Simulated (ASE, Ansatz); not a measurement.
# Electronic structure of random hcp alloy of Hf and Zr (288 atoms), part 2 of 2

Wanted: forces, charges and levels of random hcp alloy of Hf and Zr (288 atoms).

Ansatz 0.2.0; Kohn-Sham DFT, PBE, PAW (set soft_2), plane waves.

The cell: 108 Zr and 180 Hf. The host structure and its lattice constant were typed by rule, without a check against the phase diagram. Only the Γ point is sampled, in a cell whose shortest periodic width is 17 Å. No spin–orbit coupling is included.

So far. Step 4 (Support functions low): The SCF converged, but the analysis asked by output.eigenvalues could not be made, so the program didn't end the run as completed and its numbers are left aside.

## (5) Support functions medium

The level medium is asked for. Here it resolves to the same grid and radius as in the run with support functions low, so the basis is not new.

This step: Kohn-Sham DFT, PBE, PAW (set soft_2), localised support functions (medium) (Ansatz 0.2.0).

input.yaml

```yaml
crystal:
  lattice:
    - [19.2534, 0.0, 0.0]
    - [-9.6267, 16.67393, 0.0]
    - [0.0, 0.0, 20.348]
  atoms:
    [... the 288 atom lines of step 2 ...]
kpoints:
  mp_grid: { grid: [1, 1, 1] }
hamiltonian:
  xc: pbe
scf:
  occupations: { method: methfessel_paxton, width: 0.15 }
  eigensolver: { kind: { support_functions: { accuracy: medium } } }
  max_iter: 150
output:
  forces: true
  eigenvalues: true
```

The run is started by

```bash
$ ansatz run input.yaml --threads 32 --pin off --max-ram 143360MiB --backend cuda --events-out ev --progress --plain --runs-dir out
```

The log of the run:

```text
Warning: scf.eigensolver.kind.support_functions: disabling space-group detection — the functions' gradient is summed over unrotated k-points, so no spatial operation reduces the k-mesh or symmetrises the density; time reversal is kept, so that k and −k are solved as one point where they differ and the mesh holds both, and exact exchange and, on two spinor components, a DFT+U term hold to it where the run has them: [...]
settings of this run that can trade accuracy for cost: scf.eigensolver.kind.support_functions [...]
Engine: ansatz 0.2.0, aarch64-unknown-linux-gnu
Pseudopotentials: kind: paw
Pseudopotential: Zr, paw, valence charge 12, recommended cutoff 420 eV (normal), Zr.paw.azcp
Pseudopotential: Hf, paw, valence charge 26, recommended cutoff 420 eV (normal), Hf.paw.azcp
[... 5 lines on functional and potentials left out ...]
device memory: the entry about to start is reckoned to put 18.8 GiB on a device that reports 182.5 GiB free
GPU FFT provider: cuFFT
GPU libraries: cuBLAS 13.8.1, cuFFT 12.4.0, cuSOLVER 12.3.2
GPU matrix products: emulated (plane waves: as basis.precision tells), large ones in fixed point in workspaces of 1.00 GiB
Crystal: 288 atoms, lattice volume = 6532.315 Å³
Basis set: ecut = 420 eV, 127695 PW (Γ), exchange–correlation on 270×270×288 points (8 copies of the dense FFT grid, shifted against one another)
Bands: 3586, of which v1, the nominal top of the filled ones, is band 2988 counted from 1 (2987 counted from 0)
Symmetry: 1 space group operations
k-points: 1
[... 5 lines on functional and potentials left out ...]
Initial density: superposition of atomic densities (chi_scale 0.1, normalization cell, long waves kept (reshape's long-wave potential 0.06 eV rms))
Initial wavefunctions: pseudopotential atomic-orbital guess
GPU buffer pool allocated for 2624400 grid points (all kernels)
Eigensolver: Support functions (medium, 90×90×90 points, laid for a spacing of at most 0.246777 Å, radius 4.232343 Å, 2 species' potentials softened for the grid, 2 wholly corrected for its errors in the mean over positions, 2 with the egg-box correction, energy correction by stochastic trace)
Functional: x = pbe(κ = 0.804, μ = 0.219515), c = pbe(β = 0.066725)
SCF iter   1: F=—  HF=-3281623.150747 eV  |F-HF|=—  |Δ(HF+E_count)|=         —  Δρ=2.72e-2  dr2=1.61e2  ethr=1.00e-1
preconditioner: auto → Kerker (q_TF=auto, 2.688 Å⁻¹)  [metal: Δε(μ)=0.005 eV  Ē_g=16.338 eV  σ=0.150 eV  W_gap=0.03  n_scr=2134 (ndim 8)  ℏωp=33.8 eV  f_vac=0.000  D(μ)=359.50/eV (n_scr^D=3488)]
SCF iter   2: F=—  HF=-3281706.564695 eV  |F-HF|=—  |Δ(HF+E_count)|=    8.34e1  S|Δr|=    0.00e0  Δρ=2.59e-2  dr2=5.71e1  ethr=2.70e-3
[...]
SCF iter   9: F=—  HF=-3281694.269630 eV  |F-HF|=—  |Δ(HF+E_count)|=   6.73e-2  S|Δr|=    0.00e0  Δρ=1.23e-4  dr2=1.81e-3  ethr=1.15e-6
SCF iter  10: F=—  HF=-3281694.303438 eV  |F-HF|=—  |Δ(HF+E_count)|=   3.38e-2  S|Δr|=    0.00e0  Δρ=1.14e-4  dr2=6.66e-4  ethr=3.03e-8
SCF iter  11: F=—  HF=-3281694.319684 eV  |F-HF|=—  |Δ(HF+E_count)|=   1.62e-2  S|Δr|=    0.00e0  Δρ=7.93e-5  dr2=2.81e-4  ethr=1.12e-8
SCF iter  12: F=—  HF=-3281694.333873 eV  |F-HF|=—  |Δ(HF+E_count)|=   1.42e-2  S|Δr|=    0.00e0  Δρ=1.28e-5  dr2=1.75e-5  ethr=4.70e-9
SCF iter  13: F=—  HF=-3281694.345903 eV  |F-HF|=—  |Δ(HF+E_count)|=   1.20e-2  S|Δr|=    0.00e0  Δρ=4.78e-5  dr2=2.34e-4  ethr=2.93e-10
SCF iter  14: F=—  HF=-3281694.355856 eV  |F-HF|=—  |Δ(HF+E_count)|=   9.95e-3  S|Δr|=    0.00e0  Δρ=1.14e-5  dr2=2.19e-5  ethr=2.93e-10
SCF iter  15: F=—  HF=-3281694.364784 eV  |F-HF|=—  |Δ(HF+E_count)|=   8.93e-3  S|Δr|=    0.00e0  Δρ=1.30e-5  dr2=6.57e-6  ethr=2.93e-10
SCF iter  16: F=-3281694.372744 eV  HF=-3281694.372744 eV  |F-HF|=4.80e-7  |Δ(HF+E_count)|=   7.96e-3  S|Δr|=    0.00e0  Δρ=4.27e-6  dr2=8.62e-7  ethr=1.10e-10
SCF 1 converged in 16 iterations: F = -3281694.582594 eV  dr2 = 8.62e-7
[...]
WARN: output.eigenvalues: not made: the band table holds the support functions' own levels, none solved on their whole grid: the solve, or its test for a missing level, did not converge within its steps, or a block of it had no solution. The run goes on to what it still can, and will not end as completed
SCF converged after 16 iterations
Stability not checked: this state was not tested for a lower state beside it, because cold or Methfessel-Paxton smearing, or corrected tetrahedra, fill the levels in a way that the test cannot read (fill_not_monotonic; see scf.lower_state_search)
Free energy (F): -3281694.582594 eV
Harris-Foulkes:  -3281694.582594 eV  (|F-HF|=4.80e-7)
Internal energy: -3281694.247579 eV  (E = F + TS)
E sigma→0 (E₀):  -3281694.498840 eV
Entropy (-TS):   -0.335015 eV (-1.163 meV/atom)
Fermi energy:    17.734770 eV
Step filling:    the computed levels leave a gap of 0.0006 eV = 0.0 smearing widths at the electron count; against every level under it full and every level over it empty, smearing changes F+E_penalty+E_count by -239.767 meV and its σ→0 estimate by -156.013 meV
--- Per-component energies (eV) ---
  E_band       = -9764.071000
  E_kinetic    = 112309.192009
  E_local      = -1149872.233184  (includes V_loc(G=0)·N_el)
  E_nonlocal   = -215248.932392
  E_softening  = -0.012914  (part of E_nonlocal)
  E_grid_corr  = -0.041223  (part of E_nonlocal)
  E_hartree    = 532197.662515
  E_xc         = -71474.079139
  E_vxc        = -68527.179854  (∫ρ·V_xc dr)
  E_paw        = -1566080.011632  (= ΣΔE_a)
  E_vpaw       = 247180.408644  (= ΣTr[D̂ρ^β])
  E_aug_tail   = 0.002462  (compensation charges beyond the density's cutoff)
  E_ewald      = -923525.638366
  E_smearing   = -0.335015  (= −TS)
  E_closure    = 0.000000  (closes the sum)
  E_support_correction = -0.209850  (second-order, or where that is not computed along the SCF)
  E_support_correction_error = 2.1e-2  (of E_support_correction; not in F)
  Σ components = -3281694.582594   (vs F -3281694.582594, Δ=0.00e0)
--- Forces (eV/Å), atoms counted from 1 ---
[... 288 lines of forces left out ...]
  max |Σ_I F_I| component: 1.36e-2 eV/Å
--- Band table (eV) ---
[... left out ...]
```

Wall time 41 s (1 × NVIDIA GB200 with 32 threads of Arm Neoverse V2, shared host); peak memory 2.5 GiB.

That memory is the host's; the program planned up to 18.8 GiB on the GPU.

The SCF converged, but the analysis asked by output.eigenvalues could not be made, so the program didn't end the run as completed and its numbers are left aside.

## (6) Support functions high

With localised support functions most steps grow linearly with size, though the diagonalisation grows faster unless the density matrix is cut; this run measures error and cost at this size. The level high gives here a grid of 108×108×108 points and a radius of 5.07 Å.

This step: Kohn-Sham DFT, PBE, PAW (set soft_2), localised support functions (high) (Ansatz 0.2.0).

input.yaml, the sections that differ from step 5:

```yaml
scf:
  occupations: { method: methfessel_paxton, width: 0.15 }
  eigensolver: { kind: { support_functions: { accuracy: high } } }
  max_iter: 150
# crystal, kpoints, hamiltonian, output: as in step 5
```

The log of the run:

```text
Warning: scf.eigensolver.kind.support_functions: disabling space-group detection — the functions' gradient is summed over unrotated k-points, so no spatial operation reduces the k-mesh or symmetrises the density; time reversal is kept, so that k and −k are solved as one point where they differ and the mesh holds both, and exact exchange and, on two spinor components, a DFT+U term hold to it where the run has them: [...]
settings of this run that can trade accuracy for cost: scf.eigensolver.kind.support_functions [...]
Engine: ansatz 0.2.0, aarch64-unknown-linux-gnu
Pseudopotentials: kind: paw
Pseudopotential: Zr, paw, valence charge 12, recommended cutoff 420 eV (normal), Zr.paw.azcp
Pseudopotential: Hf, paw, valence charge 26, recommended cutoff 420 eV (normal), Hf.paw.azcp
[... 5 lines on functional and potentials left out ...]
device memory: the entry about to start is reckoned to put 37.1 GiB on a device that reports 182.5 GiB free
GPU FFT provider: cuFFT
GPU libraries: cuBLAS 13.8.1, cuFFT 12.4.0, cuSOLVER 12.3.2
GPU matrix products: emulated (plane waves: as basis.precision tells), large ones in fixed point in workspaces of 1.00 GiB
Crystal: 288 atoms, lattice volume = 6532.315 Å³
Basis set: ecut = 420 eV, 127695 PW (Γ), exchange–correlation on 270×270×288 points (8 copies of the dense FFT grid, shifted against one another)
Bands: 3586, of which v1, the nominal top of the filled ones, is band 2988 counted from 1 (2987 counted from 0)
Symmetry: 1 space group operations
k-points: 1
[... 5 lines on functional and potentials left out ...]
Initial density: superposition of atomic densities (chi_scale 0.1, normalization cell, long waves kept (reshape's long-wave potential 0.06 eV rms))
Initial wavefunctions: pseudopotential atomic-orbital guess
GPU buffer pool allocated for 2624400 grid points (all kernels)
Eigensolver: Support functions (high, 108×108×108 points, laid for a spacing of at most 0.192795 Å, radius 5.065339 Å, 1 species' potentials softened for the grid, 2 wholly corrected for its errors in the mean over positions, 2 with the egg-box correction, energy correction by stochastic trace)
Functional: x = pbe(κ = 0.804, μ = 0.219515), c = pbe(β = 0.066725)
SCF iter   1: F=—  HF=-3281622.150365 eV  |F-HF|=—  |Δ(HF+E_count)|=         —  Δρ=2.73e-2  dr2=1.62e2  ethr=1.00e-1
preconditioner: auto → Kerker (q_TF=auto, 2.688 Å⁻¹)  [metal: Δε(μ)=0.005 eV  Ē_g=16.342 eV  σ=0.150 eV  W_gap=0.03  n_scr=2134 (ndim 8)  ℏωp=33.8 eV  f_vac=0.000  D(μ)=358.49/eV (n_scr^D=3464)]
SCF iter   2: F=—  HF=-3281708.565008 eV  |F-HF|=—  |Δ(HF+E_count)|=    8.64e1  S|Δr|=    0.00e0  Δρ=2.60e-2  dr2=5.77e1  ethr=2.71e-3
[...]
SCF iter   7: F=—  HF=-3281694.705764 eV  |F-HF|=—  |Δ(HF+E_count)|=   1.42e-1  S|Δr|=    0.00e0  Δρ=1.84e-3  dr2=1.91e-1  ethr=4.44e-6
SCF iter   8: F=—  HF=-3281694.579645 eV  |F-HF|=—  |Δ(HF+E_count)|=   1.26e-1  S|Δr|=    0.00e0  Δρ=1.03e-3  dr2=5.77e-2  ethr=3.20e-6
SCF iter   9: F=—  HF=-3281694.532116 eV  |F-HF|=—  |Δ(HF+E_count)|=   4.75e-2  S|Δr|=    0.00e0  Δρ=7.55e-5  dr2=6.01e-4  ethr=9.66e-7
[...]
SCF iter  16: F=—  HF=-3281694.598994 eV  |F-HF|=—  |Δ(HF+E_count)|=   6.27e-4  S|Δr|=    0.00e0  Δρ=1.35e-6  dr2=2.15e-7  ethr=7.14e-11
SCF iter  17: F=—  HF=-3281694.599589 eV  |F-HF|=—  |Δ(HF+E_count)|=   5.95e-4  S|Δr|=    0.00e0  Δρ=1.57e-6  dr2=2.96e-7  ethr=3.60e-12
SCF iter  18: F=—  HF=-3281694.600152 eV  |F-HF|=—  |Δ(HF+E_count)|=   5.63e-4  S|Δr|=    0.00e0  Δρ=1.86e-6  dr2=1.88e-7  ethr=3.60e-12
SCF iter  19: F=—  HF=-3281694.601855 eV  |F-HF|=—  |Δ(HF+E_count)|=   1.70e-3  S|Δr|=    0.00e0  Δρ=2.02e-6  dr2=1.71e-7  ethr=3.14e-12
SCF iter  20: F=-3281694.602313 eV  HF=-3281694.602314 eV  |F-HF|=5.63e-7  |Δ(HF+E_count)|=   4.59e-4  S|Δr|=    0.00e0  Δρ=1.96e-6  dr2=1.65e-7  ethr=2.87e-12
SCF 1 converged in 20 iterations: F = -3281694.630920 eV  dr2 = 1.65e-7
[...]
WARN: output.eigenvalues: not made: the band table holds the support functions' own levels, none solved on their whole grid: the solve, or its test for a missing level, did not converge within its steps, or a block of it had no solution. The run goes on to what it still can, and will not end as completed
SCF converged after 20 iterations
Stability not checked: this state was not tested for a lower state beside it, because cold or Methfessel-Paxton smearing, or corrected tetrahedra, fill the levels in a way that the test cannot read (fill_not_monotonic; see scf.lower_state_search)
Free energy (F): -3281694.630920 eV
Harris-Foulkes:  -3281694.630921 eV  (|F-HF|=5.63e-7)
Internal energy: -3281694.294848 eV  (E = F + TS)
E sigma→0 (E₀):  -3281694.546902 eV
Entropy (-TS):   -0.336072 eV (-1.167 meV/atom)
Fermi energy:    17.733971 eV
Step filling:    the computed levels leave a gap of 0.0006 eV = 0.0 smearing widths at the electron count; against every level under it full and every level over it empty, smearing changes F+E_penalty+E_count by -240.093 meV and its σ→0 estimate by -156.075 meV
--- Per-component energies (eV) ---
  E_band       = -9768.105614
  E_kinetic    = 112309.247630
  E_local      = -1149869.512350  (includes V_loc(G=0)·N_el)
  E_nonlocal   = -215246.910747
  E_softening  = -0.007289  (part of E_nonlocal)
  E_grid_corr  = -0.075582  (part of E_nonlocal)
  E_hartree    = 532195.466108
  E_xc         = -71474.276522
  E_vxc        = -68527.387346  (∫ρ·V_xc dr)
  E_paw        = -1566082.644456  (= ΣΔE_a)
  E_vpaw       = 247175.009574  (= ΣTr[D̂ρ^β])
  E_aug_tail   = 0.002462  (compensation charges beyond the density's cutoff)
  E_ewald      = -923525.638366
  E_smearing   = -0.336072  (= −TS)
  E_closure    = 0.000000  (closes the sum)
  E_support_correction = -0.028607  (second-order, or where that is not computed along the SCF)
  E_support_correction_error = 2.9e-3  (of E_support_correction; not in F)
  Σ components = -3281694.630920   (vs F -3281694.630920, Δ=0.00e0)
--- Forces (eV/Å), atoms counted from 1 ---
[... 288 lines of forces left out ...]
  max |Σ_I F_I| component: 1.46e-2 eV/Å
--- Band table (eV) ---
[... left out ...]
```

Wall time 76 s (1 × NVIDIA GB200 with 32 threads); peak memory 2.8 GiB; 1.8 min of CPU time.

That memory is the host's; the program planned up to 37.1 GiB on the GPU.

The SCF converged, but the analysis asked by output.eigenvalues could not be made, so the program didn't end the run as completed and its numbers are left aside.

## (7) Support functions medium, radius 3.39 Å

The radius confines each support function; a larger one gives more freedom and more work per atom.

This step: Kohn-Sham DFT, PBE, PAW (set soft_2), localised support functions (medium) (Ansatz 0.2.0).

input.yaml, the sections that differ from step 6:

```yaml
scf:
  occupations: { method: methfessel_paxton, width: 0.15 }
  eigensolver: { kind: { support_functions: { accuracy: medium, radius: 3.39 } } }
  max_iter: 150
# crystal, kpoints, hamiltonian, output: as in step 6
```

The log of the run:

```text
Warning: scf.eigensolver.kind.support_functions: disabling space-group detection — the functions' gradient is summed over unrotated k-points, so no spatial operation reduces the k-mesh or symmetrises the density; time reversal is kept, so that k and −k are solved as one point where they differ and the mesh holds both, and exact exchange and, on two spinor components, a DFT+U term hold to it where the run has them: [...]
settings of this run that can trade accuracy for cost: scf.eigensolver.kind.support_functions [...]
Engine: ansatz 0.2.0, aarch64-unknown-linux-gnu
Pseudopotentials: kind: paw
Pseudopotential: Zr, paw, valence charge 12, recommended cutoff 420 eV (normal), Zr.paw.azcp
Pseudopotential: Hf, paw, valence charge 26, recommended cutoff 420 eV (normal), Hf.paw.azcp
[... 5 lines on functional and potentials left out ...]
device memory: the entry about to start is reckoned to put 1.8 GiB on a device that reports 182.5 GiB free
Error: SCF: the radius of support functions is under 4.03 Å, the least for these sites at the functions' level (scf.eigensolver.kind.support_functions.accuracy). Use scf.eigensolver.kind: auto, or type scf.eigensolver.kind.support_functions.radius at least as long, [...]
```

Run time: 1.2 s. Hardware: 1 × NVIDIA GB200 with 32 threads; peak memory 0.95 GiB.

That memory is the host's; the program planned up to 1.8 GiB on the GPU.

The program refuses radii under 4.03 Å for these atoms at this level.

## (8) Support functions medium, radius 3.72 Å

The radius confines each support function; a larger one gives more freedom and more work per atom.

input.yaml, the sections that differ from step 7:

```yaml
scf:
  occupations: { method: methfessel_paxton, width: 0.15 }
  eigensolver: { kind: { support_functions: { accuracy: medium, radius: 3.72 } } }
  max_iter: 150
# crystal, kpoints, hamiltonian, output: as in step 7
```

The log of the run:

```text
Warning: scf.eigensolver.kind.support_functions: disabling space-group detection — the functions' gradient is summed over unrotated k-points, so no spatial operation reduces the k-mesh or symmetrises the density; time reversal is kept, so that k and −k are solved as one point where they differ and the mesh holds both, and exact exchange and, on two spinor components, a DFT+U term hold to it where the run has them: [...]
settings of this run that can trade accuracy for cost: scf.eigensolver.kind.support_functions [...]
Engine: ansatz 0.2.0, aarch64-unknown-linux-gnu
Pseudopotentials: kind: paw
Pseudopotential: Zr, paw, valence charge 12, recommended cutoff 420 eV (normal), Zr.paw.azcp
Pseudopotential: Hf, paw, valence charge 26, recommended cutoff 420 eV (normal), Hf.paw.azcp
[... 5 lines on functional and potentials left out ...]
device memory: the entry about to start is reckoned to put 1.8 GiB on a device that reports 182.5 GiB free
Error: SCF: the radius of support functions is under 4.03 Å, the least for these sites at the functions' level (scf.eigensolver.kind.support_functions.accuracy). Use scf.eigensolver.kind: auto, or type scf.eigensolver.kind.support_functions.radius at least as long, [...]
```

Wall time 1.9 s (1 × NVIDIA GB200 with 32 threads); peak memory 0.97 GiB; 7.3 s of CPU time.

That memory is the host's; the program planned up to 1.8 GiB on the GPU.

The program refuses radii under 4.03 Å for these atoms at this level.

## (9) Support functions medium, radius 3.98 Å

The radius confines each support function; a larger one gives more freedom and more work per atom.

input.yaml, the sections that differ from step 8:

```yaml
scf:
  occupations: { method: methfessel_paxton, width: 0.15 }
  eigensolver: { kind: { support_functions: { accuracy: medium, radius: 3.98 } } }
  max_iter: 150
# crystal, kpoints, hamiltonian, output: as in step 8
```

The log of the run:

```text
Warning: scf.eigensolver.kind.support_functions: disabling space-group detection — the functions' gradient is summed over unrotated k-points, so no spatial operation reduces the k-mesh or symmetrises the density; time reversal is kept, so that k and −k are solved as one point where they differ and the mesh holds both, and exact exchange and, on two spinor components, a DFT+U term hold to it where the run has them: [...]
settings of this run that can trade accuracy for cost: scf.eigensolver.kind.support_functions [...]
Engine: ansatz 0.2.0, aarch64-unknown-linux-gnu
Pseudopotentials: kind: paw
Pseudopotential: Zr, paw, valence charge 12, recommended cutoff 420 eV (normal), Zr.paw.azcp
Pseudopotential: Hf, paw, valence charge 26, recommended cutoff 420 eV (normal), Hf.paw.azcp
[... 5 lines on functional and potentials left out ...]
device memory: the entry about to start is reckoned to put 1.8 GiB on a device that reports 182.5 GiB free
Error: SCF: the radius of support functions is under 4.03 Å, the least for these sites at the functions' level (scf.eigensolver.kind.support_functions.accuracy). Use scf.eigensolver.kind: auto, or type scf.eigensolver.kind.support_functions.radius at least as long, [...]
```

Wall time 1.2 s (1 × NVIDIA GB200 with 32 threads); peak memory 0.97 GiB; 7 s of CPU time.

That memory is the host's; the program planned up to 1.8 GiB on the GPU.

The program refuses radii under 4.03 Å for these atoms at this level.

## (10) Outcome

```yaml
free_energy_per_atom: -11394.7721 eV/atom
density: 10.67 g/cm³
pressure: 0.7611 GPa
r_m_s_force_component: 0.1676 eV/Å
wall_time_of_the_4_dft_runs: 2.8 min
```

What this shows: 45 levels are partly filled, by over 2 % (at Γ alone), as in a metal. Counting bonds as in the table, all Hf atoms have 12 and all Zr atoms have 12 bonded neighbours.

Caveats: The geometry was built by rule, was displaced at random and isn't relaxed at this level: its force components are 0.17 eV/Å r.m.s.

[Long decimals in the printed logs are rounded to 6 places.]

[Logs are printed without paths, hosts, clocks, repeated set-up lines and the standing remarks that a program may print on its own settings, such as how far it seeks lower states.]

[Hosts, paths, dates, database ids (printed as entryN), source tags and the programs' standing remarks are cut or masked in the printed files.]
